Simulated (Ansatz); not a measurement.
# F_O in MgO (Fm-3m): charge-transition levels and formation energies

Wanted: the transition levels of a substitutional impurity in MgO (Fm-3m), from a cell of 54 host atoms with 1 O taken out and 1 F put in.

Calculated with Ansatz 0.2.0; place-levels on r2SCAN runs: charge-transition levels and formation energies with image-charge correction and potential alignment at the atomic sites; PAW set soft_1.

The experiments to compare with:

For MgO, rocksalt (bulk crystal), “Electronic structure of alkaline earth and post-transition metal oxides” (2009, arxiv:0908.1581) quotes earlier work: band gap (literature experimental gap) 7.83 eV [Literature value based on experiment; other listed experimental values range from 7.7 to …].

### Step 1. The structure

The cell holds 54 atoms: 27 Mg, 26 O and 1 F. Cell: a = 8.925 Å, b = 8.925 Å, c = 8.925 Å, α = 60.0°, β = 60.0°, γ = 60.0°. It derives from MgO (space group Fm-3m). Nearest the centre at fractional (0.500, 0.500, 0.500): F28 at 0.00 Å, Mg51 at 2.10 Å, Mg47 at 2.10 Å, Mg35 at 2.10 Å, Mg45 at 2.10 Å, Mg29 at 2.10 Å, Mg33 at 2.10 Å, O30 at 2.98 Å.

As a file:

```xyz
54
Lattice="0.0000 6.3112 6.3112 6.3112 0.0000 6.3112 6.3112 6.3112 0.0000" Properties=species:S:1:pos:R:3 pbc="T T T"
Mg    0.0000    0.0000    0.0000
O     2.1037    2.1037    2.1037
Mg    2.1037    2.1037    0.0000
O     4.2075    4.2075    2.1037
Mg    4.2075    4.2075    0.0000
O     6.3112    6.3112    2.1037
Mg    2.1037    0.0000    2.1037
O     4.2075    2.1037    4.2075
Mg    4.2075    2.1037    2.1037
O     6.3112    4.2075    4.2075
Mg    6.3112    4.2075    2.1037
O     8.4150    6.3112    4.2075
Mg    4.2075    0.0000    4.2075
O     6.3112    2.1037    6.3112
Mg    6.3112    2.1037    4.2075
O     8.4150    4.2075    6.3112
Mg    8.4150    4.2075    4.2075
O    10.5187    6.3112    6.3112
Mg    0.0000    2.1037    2.1037
O     2.1037    4.2075    4.2075
Mg    2.1037    4.2075    2.1037
O     4.2075    6.3112    4.2075
Mg    4.2075    6.3112    2.1037
O     6.3112    8.4150    4.2075
Mg    2.1037    2.1037    4.2075
O     4.2075    4.2075    6.3112
Mg    4.2075    4.2075    4.2075
F     6.3112    6.3112    6.3112
Mg    6.3112    6.3112    4.2075
O     8.4150    8.4150    6.3112
Mg    4.2075    2.1037    6.3112
O     6.3112    4.2075    8.4150
Mg    6.3112    4.2075    6.3112
O     8.4150    6.3112    8.4150
Mg    8.4150    6.3112    6.3112
O    10.5187    8.4150    8.4150
Mg    0.0000    4.2075    4.2075
O     2.1037    6.3112    6.3112
Mg    2.1037    6.3112    4.2075
O     4.2075    8.4150    6.3112
Mg    4.2075    8.4150    4.2075
O     6.3112   10.5187    6.3112
Mg    2.1037    4.2075    6.3112
O     4.2075    6.3112    8.4150
Mg    4.2075    6.3112    6.3112
O     6.3112    8.4150    8.4150
Mg    6.3112    8.4150    6.3112
O     8.4150   10.5187    8.4150
Mg    4.2075    4.2075    8.4150
O     6.3112    6.3112   10.5187
Mg    6.3112    6.3112    8.4150
O     8.4150    8.4150   10.5187
Mg    8.4150    8.4150    8.4150
O    10.5187   10.5187   10.5187
```

Known beforehand: the electronic dielectric constant, 3.24, and the static one, 10.37, from a response run on this crystal (DFPT, PBEsol) at that run's own cell.

The cell's shortest repeat is 8.9 Å.

### Step 2. What was run first

A transition level is the Fermi level at which two charge states cost the same, so each charge needs its own total energy, at its own relaxed structure.

Each atom starts 0.05 Å or so off its site in a random direction: a symmetric start keeps its symmetry, and would miss off-centre moves and Jahn–Teller distortions. Forces are taken at one point at (¼, ¼, ¼). The cell holds 1 electron more than the neutral one, with a uniform background that keeps it neutral on the whole.

The sampling was tested on the host first: at the k-points planned (1x1x1 shifted 0.25 0.25 0.25) its energy lies 0.020 eV an atom from the dense-mesh value, under the bound of 0.02 eV set for this test; that bounds the host's error, not the defect's.

One of the inputs; charge, spin and start change from state to state.

Input file qm1.relax/input.yaml:

```yaml
crystal:
  lattice:
    - [0.0, 2.10374764, 2.10374764]
    - [2.10374764, 0.0, 2.10374764]
    - [2.10374764, 2.10374764, 0.0]
  atoms:
    - { symbol: Mg, position: [0.0, 0.0, 0.0] }
    - { symbol: O, position: [0.5, 0.5, 0.5] }
  supercell: [3, 3, 3]
  defects: [{ substitution: { at: 27, symbol: F } }]
total_charge: -1
basis:
  ecutwfc: 500
  xc_grid: 2
hamiltonian:
  xc: r2scan
  pseudopotentials: { kind: paw, azcp: { folder: soft_1 } }
kpoints:
  mp_grid: { grid: [1, 1, 1], shift: [0.25, 0.25, 0.25] }
scf:
  occupations: { method: fixed }
  max_iter: 60
output:
  forces: true
  charged_corrections: { epsilon: 3.24, static_epsilon: 10.37 }
relax:
  f_tol: 0.02
  max_steps: 80
  random_displacement: { amplitude: 0.05, seed: 3302 }
checkpoint:
  write: "../qm1.relax.run"
  compress: false
  write_wavefunctions: true
  write_every: 100000
```

Started as:

```
ansatz run input.yaml --threads 4 --pin off --max-ram 7536MiB --backend cpu --events-out ev --progress --plain --runs-dir out
```

Defect states can disperse in a cell of this size, so the energy is taken again at a 2×2×2 shifted mesh, on the relaxed structure.

The run of this state that the levels use, under r2SCAN:

Input file qm1.point/input.yaml:

```yaml
crystal:
  checkpoint: "../qm1.relax.run"
  host: checkpoint
total_charge: -1
basis:
  ecutwfc: 500
  xc_grid: 2
hamiltonian:
  xc: r2scan
  pseudopotentials: { kind: paw, azcp: { folder: soft_1 } }
kpoints:
  mp_grid: { grid: [2, 2, 2], shift: [0.5, 0.5, 0.5] }
scf:
  occupations: { method: fermi_dirac, width: 0.01 }
  max_iter: 60
output:
  forces: true
  eigenvalues: true
  charged_corrections:
    epsilon: 3.24
    static_epsilon: 10.37
    defect_position: [0.5, 0.5, 0.5]
  eigenstates: { localisation: true }
  populations: true
  band_densities: [{ bands: [v1, v1] }, { bands: [c1, c1] }]
  write_density: true
  write_potential: true
  volumetric_format: npy
  elf: true
checkpoint:
  read: "../qm1.relax.run"
  write: "../qm1.point.run"
  compress: false
  write_wavefunctions: false
  write_every: 100000
```

Relaxations under r2SCAN at one point at (¼, ¼, ¼); times on 4 threads of Arm Neoverse V1, shared host:

```tsv
charge	moment (μB)	occupations	outcome	steps	largest displacement against the far atoms (Å)	time
−1	0	fixed	converged	6	0.09	72 s
0	1	fixed	converged	5	0.09	2.3 min
+1	0	fixed	converged	5	0.10	59 s
```

Single points under r2SCAN at a 2×2×2 shifted mesh; times on 4 threads of Arm Neoverse V1, shared host:

```tsv
charge	moment (μB)	occupations	outcome	time
−1	0	fermi-dirac	converged	64 s
0	1	fermi-dirac	converged	2.6 min
+1	0	fermi-dirac	converged	59 s
```

Distances (Å) from F28 to the nearest atoms after relaxation with r2SCAN:

```tsv
charge	moment (μB)	1.	2.	3.	4.	5.	6.
−1	0	Mg 2.19	Mg 2.19	Mg 2.19	Mg 2.19	Mg 2.19	Mg 2.19
0	1	Mg 2.20	Mg 2.20	Mg 2.20	Mg 2.20	Mg 2.20	Mg 2.20
+1	0	Mg 2.20	Mg 2.20	Mg 2.20	Mg 2.20	Mg 2.20	Mg 2.20
```

### Step 3. Placing the levels, r2SCAN

A charged cell interacts with its images and the background, and its potential has another zero than the host's. place-levels removes the first by a point-charge model, screened by the static dielectric constant since the ions have relaxed around the charge, and the second by comparing potentials at atoms far from the defect.

The host is a run of the defect-free crystal in the same cutoffs, grids and k-points, so that basis and sampling errors cancel in part in the differences. The host is run in a cell of 2 atoms on a matching mesh. Its band edges are searched through the zone by a band path, so the gap is smaller than, or equal to, that on the mesh. Chemical potentials are energies per atom of O (O2 molecule) and F (F2 molecule), run with the same functional and cutoff.

Input file levels.point.yaml:

```yaml
host:
  run: host.point.run
states: [qm1.point.run, q0_M1.point.run, qp1.point.run]
geometry_from:
  qm1.point.run: qm1.relax.run
  q0_M1.point.run: q0_M1.relax.run
  qp1.point.run: qp1.relax.run
chemical_potentials:
  O:
    energy: -565.989614
    dataset: <sha256 of the dataset>
  F:
    energy: -806.862156
    dataset: "<sha256 of the dataset>"
epsilon: 3.24
static_epsilon: 10.37
vertical:
  - { from: qm1.point.run, to: qm1.point_neutral.run }
  - { from: qp1.point.run, to: qp1.point_neutral.run }
```

Started as:

```
ansatz place-levels levels.point.yaml -- --threads 4 --pin off --max-ram 7536MiB
```

Numbers of over 12 decimals in the logs are rounded to 6 here.

The program printed:

```text
[... repeated set-up lines and file paths are left out, and long positions are rounded to six places ...]
(+1/0) 5.715 eV above the valence edge (+6.295 eV without the band-filling correction), in the conduction band; not on the lower envelope
(0/-1) 5.678 eV above the valence edge (+6.712 eV without the band-filling correction), 0.000 eV under the conduction edge; not on the lower envelope
(+1/-1) 5.696 eV above the valence edge (+6.504 eV without the band-filling correction), in the conduction band: charges between them are lowest nowhere
formation energy of charge +1: -2.638 eV with the Fermi level at the valence edge
formation energy of charge 0: +3.077 eV with the Fermi level at the valence edge
formation energy of charge -1: +8.754 eV with the Fermi level at the valence edge
vertical -1 to 0: no energy, since no alignment is typed
  the change from vertical[0].from (qm1.point.run) to vertical[0].to (qm1.point_neutral.run): by its potential at epsilon 3.24 it stands at 0.500 0.500 0.499, with an rms radius of about 4.0 Å (2.3 2.3 2.3 Å across the planes of the cell's vectors); [...]
vertical +1 to 0: no energy, since no alignment is typed
  the change from vertical[1].from (qp1.point.run) to vertical[1].to (qp1.point_neutral.run): by its potential at epsilon 3.24 it stands at 0.500 0.500 0.500, with an rms radius of about 3.6 Å (2.1 2.1 2.1 Å across the planes of the cell's vectors); [...]
  edges by r2scan, gap 5.678 eV; the host is sampled to repeats of 17.85 Å
  the defect's cells are sampled to repeats of 17.85 Å, like sampling
  charge +1: -67705.9048 eV with its correction of +0.264 eV, at epsilon 10.37, aligned at sites: +0.0117 eV, mean over 21 atomic sites at or beyond 4.46 Å from the defect at [0.5000, 0.5000, 0.5000], with +0.000000 for the charge's moments and without [...]
  charge 0: +0.000 eV for its dipole among its images, +0.000 omitted
  charge -1: -67677.5281 eV with its correction of +0.124 eV, at epsilon 10.37, aligned at sites: +0.1286 eV, mean over 21 atomic sites at or beyond 4.46 Å from the defect at [0.5000, 0.5000, 0.5000], with -0.000000 for the charge's moments and without [...]
  of states[2] (qp1.point.run): it parts from the run at its places by a charge that spreads by about 2.1 Å along one vector (1.3 Å or more is wide), by its potential at epsilon 3.24, taken for that of held ions (one typed too small widens it), where the cell [...]
  of states[1] (q0_M1.point.run): a band-filling correction moves a carrier to the host's band edge, which changes its energy by -0.580 eV; [...]
  of states[0] (qm1.point.run): how wide its charge is, is not read beside other atoms or cores, and a band state would take no correction. [...]
  of vertical[0].from (qm1.point.run): it parts from the run at its places by a charge that spreads by about 2.3 Å along one vector (1.3 Å or more is wide), by its potential at epsilon 3.24, taken for that of held ions (one typed too small widens it), where [...]
  of vertical[0].to (qm1.point_neutral.run): its moments are held at its close (magnetization.spin_locking), by a field of 0.373 eV a Bohr magneton, and its energy and levels are of the state that this holds: a run that lets them go can end lower; [...]
  of vertical[1].from (qp1.point.run): it parts from the run at its places by a charge that spreads by about 2.1 Å along one vector (1.3 Å or more is wide), by its potential at epsilon 3.24, taken for that of held ions (one typed too small widens it), where [...]
  of vertical[1].to (qp1.point_neutral.run): its moments are held at its close (magnetization.spin_locking), by a field of 0.399 eV a Bohr magneton, and its energy and levels are of the state that this holds: a run that lets them go can end lower; [...]
```

Elapsed: 0.29 s, on 4 threads of Arm Neoverse V1, shared host.

Levels between the charges placed, in eV above the valence top:

```tsv
	gap (eV)	(+1/0)	(0/−1)
r2SCAN	5.68	5.72	5.68
```

Corrections by state:

```tsv
charge	moment (μB)	image terms and alignment (eV)	band filling (eV)	ε used	over the lowest of its charge, as the program ranks them, band filling apart (eV)
+1	0.0	0.264	-	10.37	0.000
0	1.0	0.000	-0.580	-	0.000
−1	0.0	0.124	-1.615	10.37	0.000
```

The charged structures listed were also run neutral, and place-levels reads from each pair, by the potential or the spins, how wide the charge is by which they differ; that can be the carrier of either run.

```tsv
charge	rms radius (Å)	spread where it is widest against the cell (Å)	wide from (Å)	reading
+1	3.6	2.07	1.26	wide
−1	4.0	2.33	1.26	wide
```

The neutral runs of these pairs need not share the spin of the lowest neutral state, and very wide values only mean spread over the cell.

From the program's caveats on the states, each cut to its opening words:

- charge +1: it parts from the run at its places by a charge that spreads by about 2.1 Å along one vector (1.3 Å or more is wide), by its potential at epsilon 3.24, taken [...]
- charge +1, 0 (1 μB), −1: its alignment with the host at atomic sites is doubtful: the cell is too small to show whether the defect's potential has decayed: take a larger one
- charge 0 (1 μB): a band-filling correction moves a carrier to the host's band edge, which changes its energy by -0.580 eV
- charge 0 (1 μB): its moments are held at its close (magnetization.spin_locking), by a field of 0.387 eV a Bohr magneton, and its energy and levels are of the state that this [...]
- charge 0 (1 μB): flagged: stability check not made
- charge −1: how wide its charge is, is not read beside other atoms or cores, and a band state would take no correction
- charge −1: a band-filling correction moves a carrier to the host's band edge, which changes its energy by -1.615 eV
- charge −1: the host's ions (past the first shell or, of a walk that freed a part, those that it held) aren't shown at rest: they stand up to 0.015 Å off their sites, 0.28 [...]

Formation energies (eV), elemental references (Δμ(O) = 0.00 eV, Δμ(F) = 0.00 eV):

```tsv
charge	Fermi level at the valence top	at the conduction bottom
+1	-2.64	3.04
0	3.08	3.08
−1	8.75	3.08
```

### Step 4. Effect of the sampling

The relaxations' own energies give the levels at their sampling, for comparison.

Input file levels.relax_mesh.yaml:

```yaml
host:
  run: host.relax.run
states: [qm1.relax.run, q0_M1.relax.run, qp1.relax.run]
chemical_potentials:
  O:
    energy: -565.989614
    dataset: <sha256 of the dataset>
  F:
    energy: -806.862156
    dataset: "<sha256 of the dataset>"
```

Started as:

```
ansatz place-levels levels.relax_mesh.yaml -- --threads 4 --pin off --max-ram 7536MiB
```

The program printed:

```text
(+1/0) 5.612 eV above the valence edge, 0.047 eV under the conduction edge
[...]
formation energy of charge +1: -2.649 eV with the Fermi level at the valence edge
formation energy of charge 0: +2.963 eV with the Fermi level at the valence edge
formation energy of charge -1: +8.671 eV with the Fermi level at the valence edge
  edges by r2scan, gap 5.659 eV; the host is sampled to repeats of 8.93 Å
[... the lines on each state left out ...]
```

It took 0.09 s on 4 threads.

Levels between neighbouring charges, in eV above the valence top:

```tsv
	gap (eV)	(+1/0)	(0/−1)
one point at (¼, ¼, ¼)	5.66	5.61	5.71
a 2×2×2 shifted mesh	5.68	5.72	5.68
```

Going from one point at (¼, ¼, ¼) to a 2×2×2 shifted mesh moves formation energies against the elements by up to 0.11 eV; band-filling terms, which differ between samplings, are in these energies.

### Step 5. Summary of results

```json
{
 "gap of the host": "5.68 eV (r2SCAN)",
 "level (plus 1/0)": "5.72 eV above the valence top, past the conduction bottom, not a change between lowest states (6.30 eV above the valence top without the band-filling term)",
 "level (0/minus 1)": "5.68 eV above the valence top, at the conduction bottom, not a change between lowest states (6.71 eV above the valence top without the band-filling term)",
 "lowest of the charges placed, just above the valence top (0.02 eV)": "+1",
 "lowest of the charges placed, just below the conduction bottom (0.02 eV)": "+1",
 "lowest formation energy at mid-gap of the charges run, elemental references": "0.20 eV"
}
```

What this shows: Of the charges placed (−1, 0 and +1), +1 is the lowest from 0.02 eV above the valence top to 0.02 eV below the conduction bottom, a gap of 5.68 eV. Charges above +1 were not placed, so these runs say nothing of levels that involve them. States placed: +1 at 0 μB; 0 at 1 μB; −1 at 0 μB. Other spin states or structures, where not listed, weren't placed. The program finds carriers beyond a band edge of the host and adds a band-filling term at charge −1 (-1.61 eV) and 0 (-0.58 eV); steps to such a charge show no bound level, and a defect level inside a band would be read the same way. F is taken at its element; compounds, which aren't counted here, bound the chemical potentials and would shift these formation energies. Going from one point at (¼, ¼, ¼) to a 2×2×2 shifted mesh moves formation energies against the elements by up to 0.11 eV; band-filling terms, which differ between samplings, are in these energies. The program doubts the alignment of potentials for at least one state, a sign that the cell is small. Keep in mind: the images are only 8.9 Å apart; r2SCAN makes the gap too small and tends to spread out bound carriers; where a gas molecule sets a chemical potential or the host's formation energy, its binding is uncorrected; force components of up to 0.13 eV/Å remain in a run at the final settings.

Computed beside measured:

```
                             quantity  measured           r2SCAN
band gap (least gap of the host) (eV)      7.83  5.68 (-2.15 eV)
```

Measured values from arxiv:0908.1581 (2009).

**Verdict.** The band gap is off by -2.15 eV: a clear miss. Local and semilocal functionals usually give gaps below the measured ones. Zero-point and thermal motion shift the measured gap.

[Logs are printed without paths, hosts, clocks, repeated set-up lines and the standing remarks that a program may print on its own settings, such as how far it seeks lower states.]

[Hosts, paths, dates, database ids (printed as entryN), source tags and the programs' standing remarks are cut or masked in the printed files.]

[Where a table of states has a column of steps, it counts the stored structures, which are thinned; the runs took as many ionic steps or more.]

[A defect's name tells the site on which it was built; relaxed atoms can leave that site.]

[For some hosts the program warned that the k-mesh of the response run may be too coarse for force constants and the static dielectric constant; such warnings are not shown here.]
